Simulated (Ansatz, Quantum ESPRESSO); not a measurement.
# DyAl3 (Pm-3m): zone-centre phonons, part 3 of 3

Which modes does DyAl3 (Pm-3m) have at the zone centre?

Quantum ESPRESSO 7.5; DFT PBEsol, scalar-relativistic, plane waves, PseudoDojo norm-conserving, 4f in core pseudopotentials.

So far. Step 5 (Zone-centre response): The acoustic modes at Γ come out as far as 4.6 cm⁻¹ from zero, where they should vanish, a small numerical error. Step 6 (Modes with the sum rule): The rule moves no optical mode by more than 0.1 cm⁻¹.

### 9. A second program

A second program on the same cell, potentials, cutoff and meshes tests the implementation of the phonon response, not its convergence. Its k mesh is centred on Γ.

This step: DFT PBEsol, scalar-relativistic, plane waves, norm-conserving pseudopotentials, 4f in core (Ansatz 0.2.0).

input.yaml

```yaml
crystal:
  lattice:
    - [4.1975432929, 0.0, 0.0]
    - [0.0, 4.1975432929, 0.0]
    - [0.0, 0.0, 4.1975432929]
  atoms:
    - { symbol: Dy, position: [0.0, 0.0, 0.0] }
    - { symbol: Al, position: [0.0, 0.5, 0.5] }
    - { symbol: Al, position: [0.5, 0.0, 0.5] }
    - { symbol: Al, position: [0.5, 0.5, 0.0] }
kpoints:
  mp_grid: { grid: [8, 8, 8] }
hamiltonian:
  xc: pbesol
  pseudopotentials:
    kind: nc
    azcp: { Dy: "pseudopotentials/pbe/nc/lanthanide_3plus/Dy.nc.azcp" }
    accuracy: standard
scf:
  occupations: { method: cold, width: 0.27211 }
output:
  eigenvalues: true
basis:
  ecutwfc: 517.016
phonons:
  method: dfpt
```

Launch:

```
ansatz run input.yaml --threads 4 --pin off --max-ram 8192MiB --backend cpu --events-out ev --progress --plain --runs-dir out
```

Numbers of over 12 decimals in the logs are rounded to 6 here.

Output:

```text
Warning: basis.ecutwfc = 517.016 eV is below the records' recommended 625.861884 eV, and the density's cutoff is lower with it unless basis.ecutrho_ratio is high enough to keep the records' density cutoff: compare with a run at a higher cutoff
Warning: <dir> the record states the generating functional pbe (its physics header spells it `PBE`), which answers neither for hamiltonian.xc's functional nor for the pbesol family's — results may be inconsistent (PPs are generated against a specific XC)
zone centre: on kpoints.mp_grid the ground state, and the responses unless they are solved on pairs of k-points, stand on 125 of the mesh's 512 k-points, reduced under 8 symmetry operations, with k and −k counted as one. Each operation leaves every solved displacement unchanged or reverses it
Engine: ansatz 0.2.0, aarch64-unknown-linux-gnu
Pseudopotentials: kind: nc
Pseudopotential: Dy, nc, valence charge 11, recommended cutoff 625.861884 eV (normal), <dir>
Pseudopotential: Al, nc, valence charge 3, recommended cutoff 544.227725 eV (normal), Al.nc.azcp (PseudoDojo's, or run here from an input of PseudoDojo's; its table is named by hamiltonian.pseudopotentials.accuracy)
Functional definition: PBEsol
  exchange = pbesol_x
  correlation = pbesol_c
Crystal: 4 atoms, lattice volume = 73.958 Å³
Basis set: ecut = 517.016 eV, 1935 PW (Γ), exchange–correlation on 64×64×64 points (8 copies of the dense FFT grid, shifted against one another)
Bands: 14, of which v1, the nominal top of the filled ones, is band 10 counted from 1 (9 counted from 0)
Symmetry: 48 space group operations
k-points: 125 of 512 (irreducible under 8 space group operations)
Non-local potential: Dy, projectors of the file, l = 0: 2, l = 1: 2, l = 2: 2, l = 3: 1
Non-local potential: Al, projectors of the file, l = 0: 2, l = 1: 2, l = 2: 2
Initial density: superposition of atomic densities (chi_scale 0.1, normalization cell, long waves kept (reshape's long-wave potential 0.00 eV rms))
Initial wavefunctions: pseudopotential atomic-orbital guess
Functional: x = pbesol(κ = 0.804, μ = 0.123457), c = pbesol(β = 0.046)
SCF iter   1: F=—  HF=-1369.954773 eV  |F-HF|=—  |Δ(HF+E_count)|=         —  Δρ=2.69e-2  dr2=1.18e0  ethr=3.10e-3  ⟨swp⟩=6.8  Hψ=11417  notcnv=0
preconditioner: auto → Kerker (q_TF=auto, 2.194 Å⁻¹)  [metal: Δε(μ)=0.136 eV  Ē_g=5.708 eV  σ=0.272 eV  W_gap=0.36  n_scr=18 (ndim 8)  ℏωp=15.0 eV  f_vac=0.000  D(μ)=1.16/eV (n_scr^D=6)]
SCF iter   2: F=—  HF=-1369.714700 eV  |F-HF|=—  |Δ(HF+E_count)|=   2.40e-1  S|Δr|=    0.00e0  Δρ=1.66e-2  dr2=4.40e-1  ethr=3.10e-3  ⟨swp⟩=1.4  Hψ=2889  notcnv=0
SCF iter   3: F=—  HF=-1369.584302 eV  |F-HF|=—  |Δ(HF+E_count)|=   1.30e-1  S|Δr|=    0.00e0  Δρ=2.16e-3  dr2=4.40e-3  ethr=2.20e-3  ⟨swp⟩=2.4  Hψ=3061  notcnv=0
SCF iter   4: F=—  HF=-1369.580183 eV  |F-HF|=—  |Δ(HF+E_count)|=   4.12e-3  S|Δr|=    0.00e0  Δρ=7.89e-4  dr2=9.20e-4  ethr=2.20e-5  ⟨swp⟩=3.1  Hψ=4252  notcnv=0
SCF iter   5: F=—  HF=-1369.579879 eV  |F-HF|=—  |Δ(HF+E_count)|=   3.03e-4  S|Δr|=    0.00e0  Δρ=1.49e-4  dr2=4.43e-5  ethr=4.60e-6  ⟨swp⟩=2.6  Hψ=2935  notcnv=0
SCF iter   6: F=—  HF=-1369.579864 eV  |F-HF|=—  |Δ(HF+E_count)|=   1.57e-5  S|Δr|=    0.00e0  Δρ=3.15e-5  dr2=1.66e-6  ethr=2.22e-7  ⟨swp⟩=2.7  Hψ=3287  notcnv=0
SCF iter   7: F=—  HF=-1369.579863 eV  |F-HF|=—  |Δ(HF+E_count)|=   1.75e-7  S|Δr|=    0.00e0  Δρ=6.63e-6  dr2=1.04e-7  ethr=8.29e-9  ⟨swp⟩=2.9  Hψ=3293  notcnv=0
SCF iter   8: F=—  HF=-1369.579863 eV  |F-HF|=—  |Δ(HF+E_count)|=   3.00e-8  S|Δr|=    0.00e0  Δρ=1.09e-6  dr2=2.30e-9  ethr=5.22e-10  ⟨swp⟩=2.8  Hψ=3147  notcnv=0
SCF iter   9: F=—  HF=-1369.579863 eV  |F-HF|=—  |Δ(HF+E_count)|=  9.11e-10  S|Δr|=    0.00e0  Δρ=1.67e-7  dr2=2.04e-11  ethr=1.15e-11  ⟨swp⟩=3.4  Hψ=3771  notcnv=0
SCF iter  10: F=-1369.579863 eV  HF=-1369.579863 eV  |F-HF|=6.82e-13  |Δ(HF+E_count)|=  1.84e-11  S|Δr|=    0.00e0  Δρ=2.77e-8  dr2=1.03e-12  ethr=1.00e-12  ⟨swp⟩=9.6  Hψ=11946  notcnv=0
SCF 1 converged in 10 iterations: F = -1369.579863 eV  dr2 = 1.03e-12
DFPT response loops at Γ: preconditioner auto → Kerker (q_TF=auto, 2.194 Å⁻¹) (partly filled bands, converged f_vac=0.000); β = 1.00, the filter's whole step (`scf.mixing.beta` (0.50) is not read by the response loops under this deck's `scf.mixing.preconditioner`; to damp them name `kerker` or `kerker_dos`, under which they read `scf.mixing.beta`, and type it under 1.00, their step now; both keys bind the ground state too); Broyden in place of MSR1
SCF converged after 10 iterations
Stability not checked: this state was not tested for a lower state beside it, because cold or Methfessel-Paxton smearing, or corrected tetrahedra, fill the levels in a way that the test cannot read (fill_not_monotonic; see scf.lower_state_search)
Free energy (F): -1369.579863 eV
Harris-Foulkes:  -1369.579863 eV  (|F-HF|=6.82e-13)
Internal energy: -1369.571256 eV  (E = F + TS)
E sigma→0 (E₀):  -1369.576994 eV
Entropy (-TS):   -0.008607 eV (-2.152 meV/atom)
Fermi energy:    9.559963 eV
--- Per-component energies (eV) ---
  E_band       = -79.892343
  E_kinetic    = 361.309278
  E_local      = -655.460508  (includes V_loc(G=0)·N_el)
  E_nonlocal   = 57.888190
  E_hartree    = 224.164749
  E_xc         = -385.416093
  E_vxc        = -291.958779  (∫ρ·V_xc dr)
  E_ewald      = -972.056872
  E_smearing   = -0.008607  (= −TS)
  E_closure    = -0.000000  (closes the sum)
  Σ components = -1369.579863   (vs F -1369.579863, Δ=0.00e0)
--- Band table (eV; the first three rows and the last of 125) ---
  k-point 0: bands = [... 6 lower, 6.5758, 8.1865, 8.1865, 8.1865, 11.1243, 11.3100, 11.3100, 11.3100]
  k-point 1: bands = [... 6 lower, 6.6907, 8.1166, 8.1166, 8.4621, 11.1561, 11.1561, 11.3795, 11.7557]
  k-point 2: bands = [... 6 lower, 7.0217, 7.9385, 7.9385, 9.1960, 10.9903, 10.9903, 11.5492, 11.5632]
  k-point 124: bands = [... 6 lower, 4.5669, 5.3508, 7.5070, 7.5070, 7.5070, 11.0370, 13.6241, 13.6241]
--- Phonons (Γ-DFPT): 3 representative perturbations + reference, on 125 of 512 k-points (Σ response iterations 9) ---
  k mesh reduced under 8 symmetry operations, with k and −k counted as one. Each operation leaves every solved displacement unchanged or reverses it
  ASR residual: 4.968e-5 → 0.000e0 eV/Å²; symmetrization residual: 2.868e-6 eV/Å²
  ASR residual per site (eV/Å²): 4.97e-5 1.44e-5 1.44e-5 1.44e-5
  Γ frequencies (cm⁻¹): 0.00 0.00 0.00 182.42 182.42 182.42 254.91 254.91 254.91 286.43 286.43 286.43
  non-analytic LO–TO correction: not included (Born effective charges unavailable; polar crystals: no LO–TO splitting at Γ)
```

The job ended after 11 s (4 threads of Arm Neoverse V2, shared host; peak memory 0.91 GiB).

This step gave:

- sum-rule residual before enforcement: 4.97e-5 eV/Å²
- lowest optical zone-centre mode: 182.4 cm⁻¹

### 10. Side by side: QE PseudoDojo and Ansatz, PseudoDojo

Worked out from the results:

```yaml
root_mean_square_difference: 0.04 cm⁻¹
largest_difference: 0.07 cm⁻¹
```

Frequencies side by side, by row:

```tsv
q (reciprocal lattice)	mode	QE PseudoDojo (cm⁻¹)	Ansatz, PseudoDojo (cm⁻¹)
0 0 0	1	0	0
0 0 0	2	0	0
0 0 0	3	0	0
0 0 0	4	182.3	182.4
0 0 0	5	182.3	182.4
0 0 0	6	182.3	182.4
0 0 0	7	254.9	254.9
0 0 0	8	254.9	254.9
0 0 0	9	254.9	254.9
0 0 0	10	286.4	286.4
0 0 0	11	286.4	286.4
0 0 0	12	286.4	286.4
```

At the zone centre the largest difference (acoustic modes at Γ apart) is 0.02 % of the highest mode.

### 11. Results

```json
{
  "space group after relaxation": "Pm-3m",
  "volume per atom": "18.5 Å³",
  "highest optical zone-centre mode (no LO-TO term)": "286.4 cm⁻¹",
  "lowest optical zone-centre mode": "182.3 cm⁻¹",
  "imaginary optical modes at the zone centre (no q mesh in this session)": "none",
  "largest difference from Ansatz, PseudoDojo": "0.07 cm⁻¹"
}
```

In words: At the PBEsol level the optical modes of DyAl3 (Pm-3m) at the zone centre run from 182 to 286 cm⁻¹. Of the 9 optical modes, 6 are infrared active alone and 3 are silent. QE PseudoDojo and Ansatz, PseudoDojo agree to 0.07 cm⁻¹ (0.02 % of the highest mode compared) on all solved modes but the acoustic ones at Γ, without the LO-TO term. These are harmonic frequencies at zero temperature: anharmonic shifts and linewidths and thermal expansion are left out. Spin-orbit coupling is left out, which can matter for the heavy elements here. In a metal the frequencies hang on the k mesh and the smearing, most of all near Kohn anomalies. The 4f electrons are frozen in the core as for a trivalent ion, in files made for PBE, so their moments and any magnetic order are left out. The relaxation ran at 38 Ry, under the 46 Ry recommended for these files; the stress of so short a basis can leave the cell about one per cent too small. Ansatz warns that the cutoff lies 17 % under the one recommended for these files; agreement at one cutoff is not convergence. The structure comes from a database and need not be the phase that is stable at ambient conditions.

[Host names and launcher messages were left out of these logs when they were recorded.]

[Logs are printed without paths, hosts, clocks, repeated set-up lines and the standing remarks that a program may print on its own settings, such as how far it seeks lower states.]

[Hosts, paths, dates, database ids (printed as entryN), source tags and the programs' standing remarks are cut or masked in the printed files.]
